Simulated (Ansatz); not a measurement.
**4-layer 1T-SnSe2 (AA) in a perpendicular field**

Wanted: the out-of-plane response of the 4-layer 1T-SnSe2 (AA). A positive field points along +c.

Main program and level: Ansatz 0.2.0; plane-wave DFT, PBE-D3(BJ), Ansatz PAW (set soft_1); PAW set soft_1.

## 1. Starting point

The cell holds 12 atoms: 8 Se and 4 Sn. Cell: a = 3.870 Å, b = 3.870 Å, c = 66.442 Å, α = 90.0°, β = 90.0°, γ = 120.0°. Regions: layer 1: 1T-SnSe2, 3 atoms (2 Se and 1 Sn); layer 2: 1T-SnSe2, 3 atoms (2 Se and 1 Sn); layer 3: 1T-SnSe2, 3 atoms (2 Se and 1 Sn); layer 4: 1T-SnSe2, 3 atoms (2 Se and 1 Sn). Vacuum lies along c.

## 2. Relaxing the slab

The starting cell is a guess, so the in-plane lattice and the atoms are relaxed first, with the slab cut off from its images along the normal.

File input.yaml:

```yaml
crystal:
  lattice:
    - [3.87, 0.0, 0.0]
    - [-1.935, 3.3515183126, 0.0]
    - [0.0, 0.0, 66.4419561719]
  atoms:
    - { symbol: Se, position: [0.6666666667, 0.3333333333, 0.3664852964] }
    - { symbol: Sn, position: [0.0, 0.0, 0.3823674976] }
    - { symbol: Se, position: [0.3333333333, 0.6666666667, 0.398249699] }
    - { symbol: Se, position: [0.6666666667, 0.3333333333, 0.4449069646] }
    - { symbol: Sn, position: [0.0, 0.0, 0.4607891659] }
    - { symbol: Se, position: [0.3333333333, 0.6666666667, 0.4766713672] }
    - { symbol: Se, position: [0.6666666667, 0.3333333333, 0.5233286328] }
    - { symbol: Sn, position: [0.0, 0.0, 0.5392108341] }
    - { symbol: Se, position: [0.3333333333, 0.6666666667, 0.5550930354] }
    - { symbol: Se, position: [0.6666666667, 0.3333333333, 0.601750301] }
    - { symbol: Sn, position: [0.0, 0.0, 0.6176325024] }
    - { symbol: Se, position: [0.3333333333, 0.6666666667, 0.6335147036] }
  periodic: [true, true, false]
kpoints:
  mp_grid: { grid: [12, 12, 1] }
hamiltonian:
  xc: pbe
  dispersion: d3bj
  pseudopotentials: { kind: paw, azcp: { folder: soft_1 } }
scf:
  occupations: { method: fermi_dirac, width: 0.05 }
  convergence: { dr2_threshold: 1.0e-09 }
relax:
  f_tol: 0.004
  max_steps: 90
  cell: {}
output:
  write_potential: true
  write_density: true
  volumetric_format: npy
```

The run is started by

```
> ansatz run input.yaml --threads 4 --pin off --max-ram 12288MiB --backend cpu --events-out ev --progress --plain --runs-dir out
```

Numbers of over 12 decimals in the logs are rounded to 6 here.

The log of the run:

```text
Warning: relax.cell: scf.convergence.dr2_threshold = 1e-9 eV is looser than the 1.55921887536e-10 eV advised for a relaxation that steers and ends on the stress (1e-10 eV for each atom of the cell: 12, times the square of relax.cell.stress_2d_tol = 0.05 N/m over 27.7 Å (the atoms' height at the walk's start and 5 Å past either face), 1.802e-2 GPa, over a crystal's default 0.05). What an SCF threshold leaves in a stress goes as its square root, and in the free energy as the threshold itself, and one threshold admits the most on a small cell: [figures from the program's tests cut] Set scf.convergence.dr2_threshold to 1.55921887536e-10 eV or tighter. [rest of the remark cut]
Engine: ansatz 0.2.0, x86_64-unknown-linux-gnu
Pseudopotentials: kind: paw
Pseudopotential: Se, paw, valence charge 16, recommended cutoff 420 eV (normal), soft_1/Se.paw.azcp
Pseudopotential: Sn, paw, valence charge 14, recommended cutoff 420 eV (normal), soft_1/Sn.paw.azcp
Functional definition: PBE
  parameter kappa = 0.804
  parameter beta = 0.066725
  exchange = pbe_x(kappa = kappa, mu = beta*pi^2/3)
  correlation = pbe_c(beta = beta)
Crystal: 12 atoms, lattice volume = 861.777 Å³
Basis set: ecut = 420 eV, 16963 PW (Γ), exchange–correlation on 54×54×900 points (8 copies of the dense FFT grid, shifted against one another)
Bands: 111, of which v1, the nominal top of the filled ones, is band 92 counted from 1 (91 counted from 0)
Symmetry: 12 space group operations
Space group: P-3m1 (ITA 164), of the structure as read, at distance tolerance 9.5e-5 Å
k-points: 19 of 144
Non-local potential: Se, projectors of the file, l = 0: 2, l = 1: 2, l = 2: 3, l = 3: 1
Non-local potential: Sn, projectors of the file, l = 0: 2, l = 1: 2, l = 2: 2, l = 3: 1
PAW form: soft (Blöchl's): semilocal exchange-correlation on the pseudo side does not see the compensation charge
PAW one-centre angular grid: Se, 590 points (default); XC on 64 Gauss nodes
PAW one-centre angular grid: Sn, 590 points (default); XC on 64 Gauss nodes
Initial density: superposition of atomic densities (neutral atoms: chi_scale 0, normalization atom)
Initial wavefunctions: pseudopotential atomic-orbital guess
Functional: x = pbe(κ = 0.804, μ = 0.219515), c = pbe(β = 0.066725)
iter 1 solved again at ethr=2.99e-3 eV; its pass at ethr=3.10e-3 eV (dr2=5.50e0 eV) is discarded
SCF iter   1: F=—  HF=-67848.416890 eV  |F-HF|=—  |Δ(HF+E_count)|=         —  Δρ=2.24e-2  dr2=5.53e0  ethr=2.99e-3  ⟨swp⟩=4.0  Hψ=14493  notcnv=0  defer=2
preconditioner: auto → Resta (q_TF=auto, 2.109 Å⁻¹)  ε∞=1.6  [insulator: Δε(μ)=0.610 eV  Ē_g=16.799 eV  σ=0.050 eV  W_gap=0.99  n_scr=170 (ndim 8)  ℏωp=12.9 eV  f_vac=0.681  D(μ)=0.01/eV (n_scr^D=0)  ε∞_Penn≈1.6  vacuum switching on, ρ_ref=2.0e-2 e/Å³]
SCF iter   2: F=—  HF=-67846.747547 eV  |F-HF|=—  |Δ(HF+E_count)|=    1.67e0  Δρ=9.09e-3  dr2=5.08e-1  ethr=2.99e-3  ⟨swp⟩=5.8  Hψ=5107  notcnv=0  defer=101
preconditioner: auto → LDOS  [insulator: Δε(μ)=0.246 eV  Ē_g=17.019 eV  σ=0.050 eV  W_gap=0.70  n_scr=170 (ndim 8)  ℏωp=12.9 eV  f_vac=0.682  D(μ)=0.26/eV (n_scr^D=4)  ε∞_Penn≈1.6  β→1.0]
SCF iter   3: F=—  HF=-67846.739805 eV  |F-HF|=—  |Δ(HF+E_count)|=   7.74e-3  Δρ=1.89e-3  dr2=8.38e-2  ethr=2.76e-4  ⟨swp⟩=4.1  Hψ=4765  notcnv=0  defer=238
SCF iter   4: F=—  HF=-67846.726154 eV  |F-HF|=—  |Δ(HF+E_count)|=   1.37e-2  Δρ=1.16e-3  dr2=7.40e-2  ethr=4.56e-5  ⟨swp⟩=3.6  Hψ=4584  notcnv=0  defer=249
SCF iter   5: F=—  HF=-67846.713520 eV  |F-HF|=—  |Δ(HF+E_count)|=   1.26e-2  Δρ=3.86e-4  dr2=6.56e-3  ethr=4.02e-5  ⟨swp⟩=3.0  Hψ=2854  notcnv=0  defer=249
SCF iter   6: F=—  HF=-67846.712326 eV  |F-HF|=—  |Δ(HF+E_count)|=   1.19e-3  Δρ=1.48e-4  dr2=1.42e-4  ethr=3.56e-6  ⟨swp⟩=3.1  Hψ=3257  notcnv=0  defer=249
SCF iter   7: F=—  HF=-67846.712438 eV  |F-HF|=—  |Δ(HF+E_count)|=   1.12e-4  Δρ=6.15e-5  dr2=2.55e-5  ethr=7.73e-8  ⟨swp⟩=3.5  Hψ=4568  notcnv=0  defer=249
SCF iter   8: F=—  HF=-67846.712391 eV  |F-HF|=—  |Δ(HF+E_count)|=   4.68e-5  Δρ=2.20e-5  dr2=1.51e-5  ethr=1.39e-8  ⟨swp⟩=3.4  Hψ=4176  notcnv=0  defer=249
SCF iter   9: F=—  HF=-67846.712460 eV  |F-HF|=—  |Δ(HF+E_count)|=   6.85e-5  Δρ=7.54e-6  dr2=3.36e-7  ethr=8.21e-9  ⟨swp⟩=3.0  Hψ=3098  notcnv=0  defer=249
SCF iter  10: F=—  HF=-67846.712460 eV  |F-HF|=—  |Δ(HF+E_count)|=   2.07e-7  Δρ=2.91e-6  dr2=4.13e-8  ethr=1.83e-10  ⟨swp⟩=3.7  Hψ=4117  notcnv=0  defer=249
SCF iter  11: F=—  HF=-67846.712460 eV  |F-HF|=—  |Δ(HF+E_count)|=   3.87e-8  Δρ=8.60e-7  dr2=8.23e-9  ethr=2.24e-11  ⟨swp⟩=3.0  Hψ=3932  notcnv=0  defer=249
SCF iter  12: F=-67846.712460 eV  HF=-67846.712460 eV  |F-HF|=3.41e-9  |Δ(HF+E_count)|=  5.53e-10  Δρ=2.66e-7  dr2=5.06e-10  ethr=1.00e-12  ⟨swp⟩=10.8  Hψ=16619  notcnv=0
SCF 1 converged in 12 iterations: F = -67846.712460 eV  dr2 = 5.06e-10
  greatest PAW one-centre occupation: 1.000 electrons in one spin orbital (limit 2), on the Se atom at site 8 (counted from 0), in its partial waves of l = 2
relax step   1: F+E_penalty+E_count = -67846.71245987 eV  Δ(F+E_penalty+E_count) = +0.000e0 eV  max|allowed force component| = 5.176e0 eV/Å  Δτ_max = 0.0000 Å  P = +71.750 N/m  Ω = 861.777 Å³  fix = [c, alpha, beta]  reactions: c +0.000 N/m  (12 SCF iters, accepted)
Crystal: 12 atoms, lattice volume = 898.969 Å³
Basis set: ecut = 420 eV, 17791 PW (Γ), exchange–correlation on 54×54×900 points (8 copies of the dense FFT grid, shifted against one another)
Initial density: handed on by an earlier stage of this run
Initial wavefunctions: those handed on with the density
iter 1 solved again at ethr=1.85e-4 eV; its pass at ethr=3.10e-3 eV (dr2=3.40e-1 eV) is discarded
SCF iter   1: F=—  HF=-67854.378111 eV  |F-HF|=—  |Δ(HF+E_count)|=         —  Δρ=6.04e-3  dr2=3.39e-1  ethr=1.85e-4  ⟨swp⟩=6.1  Hψ=12539  notcnv=0  defer=14
preconditioner: auto → LDOS  [insulator: Δε(μ)=0.277 eV  Ē_g=16.422 eV  σ=0.050 eV  W_gap=0.85  n_scr=170 (ndim 8)  ℏωp=12.6 eV  f_vac=0.678  D(μ)=0.37/eV (n_scr^D=4)  ε∞_Penn≈1.6  β→1.0]
SCF iter   2: F=—  HF=-67854.441143 eV  |F-HF|=—  |Δ(HF+E_count)|=   6.30e-2  Δρ=3.38e-3  dr2=5.17e-1  ethr=1.84e-4  ⟨swp⟩=6.1  Hψ=6831  notcnv=0  defer=140
SCF iter   3: F=—  HF=-67854.309993 eV  |F-HF|=—  |Δ(HF+E_count)|=   1.31e-1  Δρ=1.33e-3  dr2=1.05e-1  ethr=1.84e-4  ⟨swp⟩=5.0  Hψ=4464  notcnv=0  defer=188
SCF iter   4: F=—  HF=-67854.298460 eV  |F-HF|=—  |Δ(HF+E_count)|=   1.15e-2  Δρ=6.91e-4  dr2=2.50e-2  ethr=5.72e-5  ⟨swp⟩=3.2  Hψ=2936  notcnv=0  defer=200
SCF iter   5: F=—  HF=-67854.295206 eV  |F-HF|=—  |Δ(HF+E_count)|=   3.25e-3  Δρ=2.86e-4  dr2=8.94e-4  ethr=1.36e-5  ⟨swp⟩=2.7  Hψ=2902  notcnv=0  defer=200
[...]
relax step  11: F+E_penalty+E_count = -67857.77274681 eV  Δ(F+E_penalty+E_count) = +8.369e-3 eV  max|allowed force component| = 1.390e-1 eV/Å  Δτ_max = 0.1152 Å  P = -0.263 N/m  Ω = 843.425 Å³  energy of the carried Pulay correction = +7.273e-4 eV  fix = [c, alpha, beta]  (11 SCF iters, rejected (line search))
relax step  12: F+E_penalty+E_count = -67857.78182890 eV  Δ(F+E_penalty+E_count) = -7.126e-4 eV  max|allowed force component| = 2.602e-3 eV/Å  Δτ_max = 0.0191 Å  P = -0.020 N/m  Ω = 847.458 Å³  energy of the carried Pulay correction = +5.661e-4 eV  fix = [c, alpha, beta]  reactions: c -0.000 N/m  (10 SCF iters, accepted)
relax step  13: F+E_penalty+E_count = -67857.78193499 eV  Δ(F+E_penalty+E_count) = -1.061e-4 eV  max|allowed force component| = 1.137e-3 eV/Å  Δτ_max = 0.0188 Å  P = +0.009 N/m  Ω = 846.962 Å³  energy of the carried Pulay correction = +5.859e-4 eV  fix = [c, alpha, beta]  reactions: c +0.000 N/m  (10 SCF iters, accepted)
relax step  14: F+E_penalty+E_count = -67857.78192993 eV  Δ(F+E_penalty+E_count) = +5.066e-6 eV  max|allowed force component| = 2.822e-3 eV/Å  Δτ_max = 0.0061 Å  P = +0.002 N/m  Ω = 846.883 Å³  energy of the carried Pulay correction = +5.891e-4 eV  fix = [c, alpha, beta]  reactions: c +0.000 N/m  (9 SCF iters, accepted)
Initial wavefunctions: pseudopotential atomic-orbital guess (no wavefunctions were taken with the density)
iter 1 solved again at ethr=2.83e-7 eV; its pass at ethr=3.10e-3 eV (dr2=5.20e-4 eV) is discarded
SCF iter   1: F=—  HF=-67857.781542 eV  |F-HF|=—  |Δ(HF+E_count)|=         —  Δρ=7.27e-6  dr2=1.12e-7  ethr=2.83e-7  ⟨swp⟩=7.0  Hψ=18823  notcnv=0  defer=2
eigensolver tolerance schedule: the retry pair's looser diagonalisation over-reported the residual by 4647.84 of it (diagonalisation noise at 0.74 of the residual, at the tolerance the schedule requests for it); recorded, not acted on — ethr = c·dr2/N_el stays at c = 1.0e-1
preconditioner: auto → Resta (q_TF=auto, 2.115 Å⁻¹)  ε∞=1.7  [insulator: Δε(μ)=0.566 eV  Ē_g=15.857 eV  σ=0.050 eV  W_gap=0.99  n_scr=170 (ndim 8)  ℏωp=13.0 eV  f_vac=0.633  D(μ)=0.02/eV (n_scr^D=0)  ε∞_Penn≈1.7  vacuum switching on, ρ_ref=1.8e-2 e/Å³]
SCF iter   2: F=—  HF=-67857.781566 eV  |F-HF|=—  |Δ(HF+E_count)|=   2.39e-5  Δρ=3.55e-6  dr2=3.61e-8  ethr=6.08e-11  ⟨swp⟩=5.2  Hψ=6853  notcnv=0  defer=1
SCF iter   3: F=—  HF=-67857.781566 eV  |F-HF|=—  |Δ(HF+E_count)|=   3.41e-8  Δρ=1.48e-6  dr2=1.24e-7  ethr=1.96e-11  ⟨swp⟩=3.0  Hψ=3403  notcnv=0  defer=1
SCF iter   4: F=—  HF=-67857.781566 eV  |F-HF|=—  |Δ(HF+E_count)|=   1.86e-9  Δρ=1.04e-6  dr2=9.84e-8  ethr=1.96e-11  ⟨swp⟩=2.6  Hψ=2621  notcnv=0  defer=1
SCF iter   5: F=—  HF=-67857.781566 eV  |F-HF|=—  |Δ(HF+E_count)|=   8.76e-9  Δρ=5.41e-7  dr2=7.05e-9  ethr=1.96e-11  ⟨swp⟩=2.3  Hψ=2540  notcnv=0  defer=1
SCF iter   6: F=-67857.781566 eV  HF=-67857.781566 eV  |F-HF|=2.11e-9  |Δ(HF+E_count)|=  7.28e-11  Δρ=1.18e-7  dr2=3.96e-10  ethr=1.00e-12  ⟨swp⟩=17.3  Hψ=17216  notcnv=0
SCF 15 converged in 6 iterations: F = -67857.781566 eV  dr2 = 3.96e-10
relax step  15: F+E_penalty+E_count = -67857.78156601 eV  Δ(F+E_penalty+E_count) = +3.639e-4 eV  max|allowed force component| = 2.801e-3 eV/Å  Δτ_max = 0.0000 Å  P = -0.014 N/m  Ω = 846.883 Å³  fix = [c, alpha, beta]  reactions: c -0.000 N/m  stress off target by 1.41e-2 N/m on what of the cell is left free  SCF on the basis re-selected at this cell (its energy is not comparable with the rows above)  (6 SCF iters)
basis re-selected at this cell: Δ(F+E_penalty+E_count) = +3.639e-4 eV, ΔP = -0.016 N/m vs the last step (what re-selecting the basis moved, of the pressure what is left beyond the Pulay correction that the steps carried, after the strain that the cell walked since its last selection, with what the two solves' SCF thresholds leave and, on support functions, any second-order correction that the steps lacked; it is no m [...]
WARN: The output density's exchange-correlation potential varies sharply where the density is thin. Do not read a vacuum level from v_tot or v_xc, or from such a field of the output density. On a cell that repeats whose density bears no net charge and no dipole along the vacuum's axis use v_es (v_loc + v_h of the components); under efield.dipole_correction with no amplitude use v_es + v_field, which holds any externa [...]
SCF converged after 6 iterations
Free energy (F): -67857.781566 eV
Harris-Foulkes:  -67857.781566 eV  (|F-HF|=2.11e-9)
Internal energy: -67857.781147 eV  (E = F + TS)
E sigma→0 (E₀):  -67857.781356 eV
Entropy (-TS):   -0.000419 eV (-0.035 meV/atom)
Fermi energy:    -5.545892 eV
--- Per-component energies (eV) ---
  E_band       = -6006.111045
  E_kinetic    = 1558.371194
  E_local      = -2115324.143297  (includes V_loc(G=0)·N_el)
  E_nonlocal   = -2254.293586
  E_hartree    = 1056933.497954
  E_xc         = -1181.582885
  E_vxc        = -1041.074185  (∫ρ·V_xc dr)
  E_paw        = -34526.743307  (= ΣΔE_a)
  E_vpaw       = -2811.986063  (= ΣTr[D̂ρ^β])
  E_aug_tail   = -0.001861  (compensation charges beyond the density's cutoff)
  E_ewald      = 1026941.134730
  E_disp       = -4.020089  (pairwise vdW)
  E_smearing   = -0.000419  (= −TS)
  E_closure    = 0.000000  (closes the sum)
  Σ components = -67857.781566   (vs F -67857.781566, Δ=0.00e0)
--- Forces (eV/Å), atoms counted from 1 ---
  atom   1  Se     0.00000000     0.00000000     0.00211331
  atom   2  Sn    -0.00000000    -0.00000000    -0.00034720
  atom   3  Se    -0.00000000    -0.00000000    -0.00280105
  atom   4  Se     0.00000000     0.00000000     0.00275686
  atom   5  Sn    -0.00000000    -0.00000000     0.00120119
  atom   6  Se     0.00000000    -0.00000000    -0.00061060
  atom   7  Se     0.00000000     0.00000000     0.00061060
  atom   8  Sn     0.00000000     0.00000000    -0.00120119
  atom   9  Se     0.00000000    -0.00000000    -0.00275686
  atom  10  Se    -0.00000000     0.00000000     0.00280105
  atom  11  Sn     0.00000000     0.00000000     0.00034720
  atom  12  Se    -0.00000000    -0.00000000    -0.00211331
  max |Σ_I F_I| component: 4.63e-18 eV/Å
--- 2D stress c σ (N/m, compression-positive) ---
       -0.014065       0.000000      -0.000000
       -0.000000      -0.014065      -0.000000
       -0.000000      -0.000000      -0.000000
  P = ½ c Tr σ = -0.0141 N/m
--- Band table (eV; the first three rows and the last of 19) ---
  k-point 0: bands = [... 88 lower, -6.0718, -6.0718, -6.0360, -6.0360, -4.8582, -4.3876, -3.8822, -3.5013, ... 15 higher]
  k-point 1: bands = [... 88 lower, -6.0976, -6.0038, -5.9701, -5.9585, -4.2831, -4.0171, -3.7196, -3.5225, ... 15 higher]
  k-point 2: bands = [... 88 lower, -6.1161, -5.9894, -5.9282, -5.9197, -4.0485, -3.8947, -3.7093, -3.5617, ... 15 higher]
  k-point 18: bands = [... 88 lower, -6.6480, -6.6480, -6.2903, -6.2903, -4.8497, -4.4957, -4.0401, -3.6808, ... 15 higher]
  the weakly bound empty levels are not read free of the cell's end (no_gap_told)
--- Relaxed structure (14 steps of the walk, 13 accepted, 1 SCFs on fresh bases) ---
  F+E_penalty+E_count = -67857.78156601 eV   max|allowed force component| = 2.801e-3 eV/Å   (the final SCF, on the basis selected at the relaxed cell)
  cell:  # Å, volume = 846.8826 Å³
    - [3.836411, 0, 0]
    - [-1.918205, 3.322429, 0]
    - [0, 0, 66.4419561719]
  atoms:
    - { symbol: Se, position: [0.666667, 0.333333, 0.340419] }
    - { symbol: Sn, position: [0, 0, 0.364435] }
    - { symbol: Se, position: [0.333333, 0.666667, 0.388467] }
    - { symbol: Se, position: [0.666667, 0.333333, 0.430688] }
    - { symbol: Sn, position: [0, 0, 0.454696] }
    - { symbol: Se, position: [0.333333, 0.666667, 0.478702] }
    - { symbol: Se, position: [0.666667, 0.333333, 0.521298] }
    - { symbol: Sn, position: [0, 0, 0.545304] }
    - { symbol: Se, position: [0.333333, 0.666667, 0.569312] }
    - { symbol: Se, position: [0.666667, 0.333333, 0.611533] }
    - { symbol: Sn, position: [0, 0, 0.635565] }
    - { symbol: Se, position: [0.333333, 0.666667, 0.659581] }
```

Elapsed: 6.1 min, on 4 threads of Intel Xeon Platinum 8488C (Sapphire Rapids), shared host; peak memory 3 GiB.

The steps of the relaxation:

| step | energy less that of the first step (eV) | largest force component (eV/Å) | volume (Å³) |
| --- | --- | --- | --- |
| 1 | 0.0000 | 5.1755 | 861.78 |
| 2 | -7.5828 | 2.6998 | 898.97 |
| 3 | -10.2860 | 1.0859 | 888.84 |
| 4 | -10.6944 | 0.1938 | 880.91 |
| 5 | -10.8189 | 0.1010 | 882.74 |
| 6 | -10.9102 | 0.0826 | 880.01 |
| 7 | -10.9844 | 0.0753 | 868.29 |
| 8 | -11.0361 | 0.0340 | 855.95 |
| 9 | -11.0618 | 0.0250 | 847.46 |
| 10 | -11.0687 | 0.0350 | 846.59 |
| 11 | -11.0603 | 0.1390 | 843.43 |
| 12 | -11.0694 | 0.0026 | 847.46 |
| 13 | -11.0695 | 0.0011 | 846.96 |
| 14 | -11.0695 | 0.0028 | 846.88 |
| 15* | -11.0691 | 0.0028 | 846.88 |

Relaxation steps marked * repeat the geometry before them on a plane-wave basis chosen anew for their cell, so energy and pressure can jump there. Relaxation step 11 was tried and not accepted.

The run keeps the 12 symmetry operations that it works with, so distortions that break them were not tested.

| cell as run | before | after | change |
| --- | --- | --- | --- |
| a (Å) | 3.870 | 3.836 | -0.9 % |
| b (Å) | 3.870 | 3.836 | -0.9 % |

The atoms that moved most (Å, along periodic axes as changes of fractional coordinates times the final cell, across vacuum about the mean position):

| atom | dx | dy | dz | length |
| --- | --- | --- | --- | --- |
| Se12 | 0.000 | 0.000 | 1.732 | 1.732 |
| Se1 | 0.000 | 0.000 | -1.732 | 1.732 |
| Sn2 | 0.000 | 0.000 | -1.191 | 1.191 |
| Sn11 | 0.000 | 0.000 | 1.191 | 1.191 |
| Se9 | 0.000 | 0.000 | 0.945 | 0.945 |
| Se4 | 0.000 | 0.000 | -0.945 | 0.945 |
| Se3 | 0.000 | 0.000 | -0.650 | 0.650 |
| Se10 | 0.000 | 0.000 | 0.650 | 0.650 |

Final coordinates:

```cif
data_structure
_symmetry_space_group_name_H-M 'P 1'
_symmetry_Int_Tables_number 1
_cell_length_a 3.8364
_cell_length_b 3.8364
_cell_length_c 66.4420
_cell_angle_alpha 90.000
_cell_angle_beta 90.000
_cell_angle_gamma 120.000
_cell_volume 846.88
loop_
_atom_site_label
_atom_site_type_symbol
_atom_site_fract_x
_atom_site_fract_y
_atom_site_fract_z
_atom_site_occupancy
Se1 Se 0.66667 0.33333 0.34042 1
Sn2 Sn 0.00000 0.00000 0.36444 1
Se3 Se 0.33333 0.66667 0.38847 1
Se4 Se 0.66667 0.33333 0.43069 1
Sn5 Sn 0.00000 0.00000 0.45470 1
Se6 Se 0.33333 0.66667 0.47870 1
Se7 Se 0.66667 0.33333 0.52130 1
Sn8 Sn 0.00000 0.00000 0.54530 1
Se9 Se 0.33333 0.66667 0.56931 1
Se10 Se 0.66667 0.33333 0.61153 1
Sn11 Sn 0.00000 0.00000 0.63556 1
Se12 Se 0.33333 0.66667 0.65958 1
```

This step gave:

* energy at zero smearing: -67857.7814 eV

The lattice constant a goes from 3.870 to 3.836 Å.

(Part 1 of 2 ends here.)

[Logs are printed without paths, hosts, clocks, repeated set-up lines and the standing remarks that a program may print on its own settings, such as how far it seeks lower states.]

[Hosts, paths, dates, database ids (printed as entryN), source tags and the programs' standing remarks are cut or masked in the printed files.]

[Maps of the electrostatic potential energy from Ansatz leave out the sawtooth potential of an applied field or a dipole correction, so their vacuum need not be flat; planar profiles and work functions include it.]
